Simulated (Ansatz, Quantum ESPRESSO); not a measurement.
# GdSi2 (P6/mmm): zone-centre phonons, part 2 of 3

Wanted: the vibrations of GdSi2 (P6/mmm) at Γ, by two programs.

Quantum ESPRESSO 7.5; DFT PBEsol, scalar-relativistic, plane waves, PseudoDojo norm-conserving, 4f in core pseudopotentials.

So far. Step 2 (A first look): No gap opens on this mesh, so smearing is kept; the start stands at -2.5 GPa. Step 4 (Ground state): The cell stands at 0.064 GPa, close enough for phonons. The relaxed cell has a = 4.075, c = 3.915 Å (conventional setting).

## 5. Zone-centre response

At q = 0 one unit cell holds all displacements; symmetry groups them into irreducible representations that are solved one by one. With smeared occupations no response to a homogeneous field can be asked.

Contents of ph.in:

```
phonons
&inputph
   prefix = 'x'
   outdir = './tmp'
   fildyn = 'g.dyn'
   tr2_ph = 1.0d-18
   alpha_mix(1) = 0.4
   nmix_ph = 8
/
0.000000000 0.000000000 0.000000000
```

Run with:

```console
$ OMP_NUM_THREADS=1 mpirun -n 4 ph.x -nk 4 -in ph.in > ph.out
```

Output:

```text
[banners, grids, parts of the stress and lines that vanish by symmetry left out]
[banner, memory and clock lines left out]
Program PHONON v.7.5

     ./tmp/x.save/

     IMPORTANT: XC functional enforced from input :
     Exchange-correlation= PBESOL
                           (   1   4  10   8   0   0   0)
     Any further DFT definition will be discarded
     Please, verify this is what you really want

     G-vector sticks info

     Reading collected, re-writing distributed wavefunctions in ./tmp/

     Number and degeneracy of irreps per q-point
       N         xq(1)         xq(2)         xq(3)   N irreps
       1   0.000000000   0.000000000   0.000000000       6
        1   2   1   1   2   2

     Calculation of q =    0.0000000   0.0000000   0.0000000

     phonons

     bravais-lattice index     =            4
     lattice parameter (alat)  =       7.7015  a.u.
     unit-cell volume          =     380.0098 (a.u.)^3
     number of atoms/cell      =            3
     number of atomic types    =            2
     kinetic-energy cut-off    =      44.0000  Ry
     charge density cut-off    =     176.0000  Ry
     convergence threshold     =      1.0E-18
     beta                      =       0.4000
     number of iterations used =            8
     Exchange-correlation= PBESOL
                           (   1   4  10   8   0   0   0)

     celldm(1)=    7.70148  celldm(2)=    0.00000  celldm(3)=    0.96060
     celldm(4)=    0.00000  celldm(5)=    0.00000  celldm(6)=    0.00000

     crystal axes: (cart. coord. in units of alat)
               a(1) = (  1.0000  0.0000  0.0000 )
               a(2) = ( -0.5000  0.8660  0.0000 )
               a(3) = (  0.0000  0.0000  0.9606 )

     reciprocal axes: (cart. coord. in units 2 pi/alat)
               b(1) = (  1.0000  0.5774 -0.0000 )
               b(2) = (  0.0000  1.1547  0.0000 )
               b(3) = (  0.0000 -0.0000  1.0410 )

     Atoms inside the unit cell:

     Cartesian axes

     site n.  atom      mass           positions (alat units)
        1  Gd    157.2500   tau(    1) = (    0.00000    0.00000    0.00000  )
        2  Si     28.0850   tau(    2) = (    0.50000    0.28868    0.48030  )
        3  Si     28.0850   tau(    3) = (   -0.00000    0.57735    0.48030  )

     Computing dynamical matrix for
                    q = (   0.0000000   0.0000000   0.0000000 )

     25 Sym.Ops. (with q -> -q+G )

     G cutoff =  264.4241  (  14983 G-vectors)     FFT grid: ( 36, 36, 32)

     number of k points=    70  Marzari-Vanderbilt smearing, width (Ry)=  0.0200
                       cart. coord. in units 2pi/alat
        k(    1) = (   0.0000000   0.0000000   0.0000000), wk =   0.0025000
        k(    2) = (   0.0000000   0.0000000   0.1301271), wk =   0.0050000
        k(    3) = (   0.0000000   0.0000000   0.2602543), wk =   0.0050000
        [... further k-points left out ...]

     PseudoPot. # 1 for Gd read from file:
     ./pseudo/Gd.upf
     Pseudo is Norm-conserving + core correction, Zval = 11.0
     Using radial grid of 1776 points,  7 beta functions with:
                l(1) =   0
                l(2) =   0
                l(3) =   1
                l(4) =   1
                l(5) =   2
                l(6) =   2
                l(7) =   3

     PseudoPot. # 2 for Si read from file:
     ./pseudo/Si.upf
     Pseudo is Norm-conserving + core correction, Zval =  4.0
     Using radial grid of 1510 points,  6 beta functions with:
                l(1) =   0
                l(2) =   0
                l(3) =   1
                l(4) =   1
                l(5) =   2
                l(6) =   2

     Mode symmetry, D_6h(6/mmm) point group:

     Atomic displacements:
     There are    6 irreducible representations

     Representation     1      1 modes -  To be done

     Representation     2      2 modes -  To be done

     Representation     3      1 modes -  To be done

     Representation     4      1 modes -  To be done

     Representation     5      2 modes -  To be done

     Representation     6      2 modes -  To be done

     Alpha used in Ewald sum =   1.7000

     Representation #   1 mode #   1

     Self-consistent Calculation
      thresh= 1.000E-02 alpha_mix =  0.400 |ddv_scf|^2 =  2.882E-08
      thresh= 1.698E-05 alpha_mix =  0.400 |ddv_scf|^2 =  6.660E-09
      thresh= 8.161E-06 alpha_mix =  0.400 |ddv_scf|^2 =  3.558E-10
      thresh= 1.886E-06 alpha_mix =  0.400 |ddv_scf|^2 =  5.914E-13
      thresh= 7.690E-08 alpha_mix =  0.400 |ddv_scf|^2 =  6.049E-14
      thresh= 2.459E-08 alpha_mix =  0.400 |ddv_scf|^2 =  4.323E-17
      thresh= 6.575E-10 alpha_mix =  0.400 |ddv_scf|^2 =  8.277E-18
      thresh= 2.877E-10 alpha_mix =  0.400 |ddv_scf|^2 =  7.179E-21

     End of self-consistent calculation

     Convergence has been achieved

     Representation #   2 modes #   2   3

     Self-consistent Calculation
      thresh= 1.000E-02 alpha_mix =  0.400 |ddv_scf|^2 =  3.008E-07
      thresh= 5.485E-05 alpha_mix =  0.400 |ddv_scf|^2 =  4.849E-09
      thresh= 6.963E-06 alpha_mix =  0.400 |ddv_scf|^2 =  4.097E-10
      thresh= 2.024E-06 alpha_mix =  0.400 |ddv_scf|^2 =  1.516E-12
      thresh= 1.231E-07 alpha_mix =  0.400 |ddv_scf|^2 =  1.269E-13
      thresh= 3.563E-08 alpha_mix =  0.400 |ddv_scf|^2 =  1.014E-15
[...]
End of self-consistent calculation

     Convergence has been achieved

     Representation #   3 mode #   4

     Self-consistent Calculation
[...]
End of self-consistent calculation

     Convergence has been achieved

     Representation #   4 mode #   5

     Self-consistent Calculation
[...]
End of self-consistent calculation

     Convergence has been achieved

     Representation #   5 modes #   6   7

     Self-consistent Calculation
[...]
End of self-consistent calculation

     Convergence has been achieved

     Representation #   6 modes #   8   9

     Self-consistent Calculation
[...]
thresh= 3.268E-05 alpha_mix =  0.400 |ddv_scf|^2 =  4.772E-09
      thresh= 6.908E-06 alpha_mix =  0.400 |ddv_scf|^2 =  9.653E-11
      thresh= 9.825E-07 alpha_mix =  0.400 |ddv_scf|^2 =  2.114E-12
      thresh= 1.454E-07 alpha_mix =  0.400 |ddv_scf|^2 =  4.559E-13
      thresh= 6.752E-08 alpha_mix =  0.400 |ddv_scf|^2 =  1.991E-15
      thresh= 4.462E-09 alpha_mix =  0.400 |ddv_scf|^2 =  1.916E-17
      thresh= 4.378E-10 alpha_mix =  0.400 |ddv_scf|^2 =  7.953E-19

     End of self-consistent calculation

     Convergence has been achieved

     Number of q in the star =    1
     List of q in the star:
          1   0.000000000   0.000000000   0.000000000

     Diagonalizing the dynamical matrix

     q = (    0.000000000   0.000000000   0.000000000 )

 **************************************************************************
     freq (    1) =      -0.124255 [THz] =      -4.144712 [cm-1]
     freq (    2) =      -0.123995 [THz] =      -4.136029 [cm-1]
     freq (    3) =      -0.123995 [THz] =      -4.136029 [cm-1]
     freq (    4) =       3.941692 [THz] =     131.480681 [cm-1]
     freq (    5) =       4.961672 [THz] =     165.503565 [cm-1]
     freq (    6) =       4.961672 [THz] =     165.503565 [cm-1]
     freq (    7) =       7.431906 [THz] =     247.901704 [cm-1]
     freq (    8) =      12.295683 [THz] =     410.139843 [cm-1]
     freq (    9) =      12.295683 [THz] =     410.139843 [cm-1]
 **************************************************************************

     Mode symmetry, D_6h(6/mmm) point group:

     freq (   1-   1) =         -4.1  [cm-1]   --> A_2u            I
     freq (   2-   3) =         -4.1  [cm-1]   --> E_1u            I
     freq (   4-   4) =        131.5  [cm-1]   --> B_1g
     freq (   5-   6) =        165.5  [cm-1]   --> E_1u            I
     freq (   7-   7) =        247.9  [cm-1]   --> A_2u            I
     freq (   8-   9) =        410.1  [cm-1]   --> E_2g            R
```

The job ended after 3.2 min (4 MPI ranks of Arm Neoverse V1, shared host).

Read from the output:

| Property | Result |
| --- | --- |
| largest acoustic frequency at the zone centre before the sum rule | -4.14 cm⁻¹ |
| highest optical zone-centre mode (no LO-TO term) | 410.1 cm⁻¹ |
| lowest optical zone-centre mode | 131.5 cm⁻¹ |

The acoustic modes at Γ come out as far as 4.1 cm⁻¹ from zero, where they should vanish, a small numerical error.

## 6. Zone-centre analysis

A rigid shift of the crystal must cost nothing, but grids and finite bases break this; the acoustic sum rule is imposed before the matrix is diagonalised again.

Contents of dynmat.in:

```
&input
   fildyn = 'g.dyn'
   asr = 'simple'
   fileig = 'dynmat.eig'
/
```

Run with:

```console
$ dynmat.x -in dynmat.in > dynmat.out
```

Output:

```text
[banner, memory and clock lines left out]
Program DYNMAT v.7.5

     Reading Dynamical Matrix from file g.dyn
     ...Force constants read
     ...epsilon and Z* not read (not found on file)
     A direction for q was not specified:TO-LO splitting will be absent

     Polarizability (A^3 units)
     multiply by 1.000000 for Clausius-Mossotti correction
         0.000000    0.000000    0.000000
         0.000000    0.000000    0.000000
         0.000000    0.000000    0.000000

     IR activities are in (D/A)^2/amu units

# mode   [cm-1]    [THz]      IR
    1     -0.00   -0.0000    0.0000
    2     -0.00   -0.0000    0.0000
    3      0.00    0.0000    0.0000
    4    131.55    3.9439    0.0000
    5    165.56    4.9633    0.0000
    6    165.56    4.9633    0.0000
    7    247.94    7.4330    0.0000
    8    410.16   12.2964    0.0000
    9    410.16   12.2964    0.0000

[cm-1]
[end of the log left out, with the tail of the file of modes that dynmat.x writes under the same name]
```

The job ended after 0.45 s (1 thread).

This step gave:

```
highest optical zone-centre mode (no LO-TO term) : 410.2 cm⁻¹
lowest optical zone-centre mode                  : 131.6 cm⁻¹
```

Unit eigenvectors of the mass-weighted matrix after the sum rule; no LO-TO term. The modes at Γ (shares of kinetic energy by element, %):

```tsv
mode	frequency (cm⁻¹)	symmetry	Gd %	Si %
1	0.0	acoustic	74	26
2	0.0	acoustic	74	26
3	0.0	acoustic	74	26
4	131.6	B1g	0	100
5	165.6	E1u	26	74
6	165.6	E1u	26	74
7	247.9	A2u	26	74
8	410.2	E2g	0	100
9	410.2	E2g	0	100
```

Displacements in mode 4 (131.6 cm⁻¹), the largest set to 1:
```
Gd1  0.00  0.00  0.00
Si2  0.00  0.00  1.00
Si3  0.00  0.00 -1.00
```

Displacements in mode 6 (165.6 cm⁻¹), the largest set to 1:
```
Gd1 -0.12 -0.36  0.00
Si2  0.34  1.00  0.00
Si3  0.34  1.00  0.00
```

The rule moves no optical mode by more than 0.1 cm⁻¹.

## 7. Sum rules set otherwise: a sum rule for molecules or wires on a crystal

This rule also removes rotations, which suits wires and not a crystal; it is tried to see the harm.

Contents of dynmat.in:

```
&input
   fildyn = 'g.dyn'
   asr = 'one-dim'
   fileig = 'dynmat.eig'
/
```

Run with:

```console
$ dynmat.x -in dynmat.in > dynmat.out
```

Output:

```text
[banner, memory and clock lines left out]
Program DYNMAT v.7.5

     Reading Dynamical Matrix from file g.dyn
     ...Force constants read
     ...epsilon and Z* not read (not found on file)
asr rotation axis in 1D system=    3
     Acoustic Sum Rule: || Z*(ASR) - Z*(orig)|| =    0.000000E+00
     Acoustic Sum Rule: ||dyn(ASR) - dyn(orig)||=    2.920686E-01
     A direction for q was not specified:TO-LO splitting will be absent

     Polarizability (A^3 units)
     multiply by 1.000000 for Clausius-Mossotti correction
         0.000000    0.000000    0.000000
         0.000000    0.000000    0.000000
         0.000000    0.000000    0.000000

     IR activities are in (D/A)^2/amu units

# mode   [cm-1]    [THz]      IR
    1     -0.00   -0.0000    0.0000
    2      0.00    0.0000    0.0000
    3      0.00    0.0000    0.0000
    4      0.00    0.0000    0.0000
    5    131.48    3.9417    0.0000
    6    165.46    4.9605    0.0000
    7    247.88    7.4312    0.0000
    8    288.19    8.6397    0.0000
    9    410.14   12.2957    0.0000

[end of the log left out, with the tail of the file of modes that dynmat.x writes under the same name]
```

Run time: 0.45 s. Hardware: 1 thread.

The run ended normally, but on settings that are not sound.

The fault: a sum rule for molecules or wires on a crystal; 1 optical mode is projected out to zero frequency, as if it were a rotation.

For a crystal the rule has to be 'simple' or 'crystal'.

Zone-centre frequencies as printed; negative means imaginary. Modes:

```tsv
mode	frequency (cm⁻¹)
1	0
2	0
3	0
4	0
5	131.5
6	165.5
7	247.9
8	288.2
9	410.1
```

(Part 2 of 3 ends here.)

[Host names and launcher messages were left out of these logs when they were recorded.]

[Logs are printed without paths, hosts, clocks, repeated set-up lines and the standing remarks that a program may print on its own settings, such as how far it seeks lower states.]

[Hosts, paths, dates, database ids (printed as entryN), source tags and the programs' standing remarks are cut or masked in the printed files.]
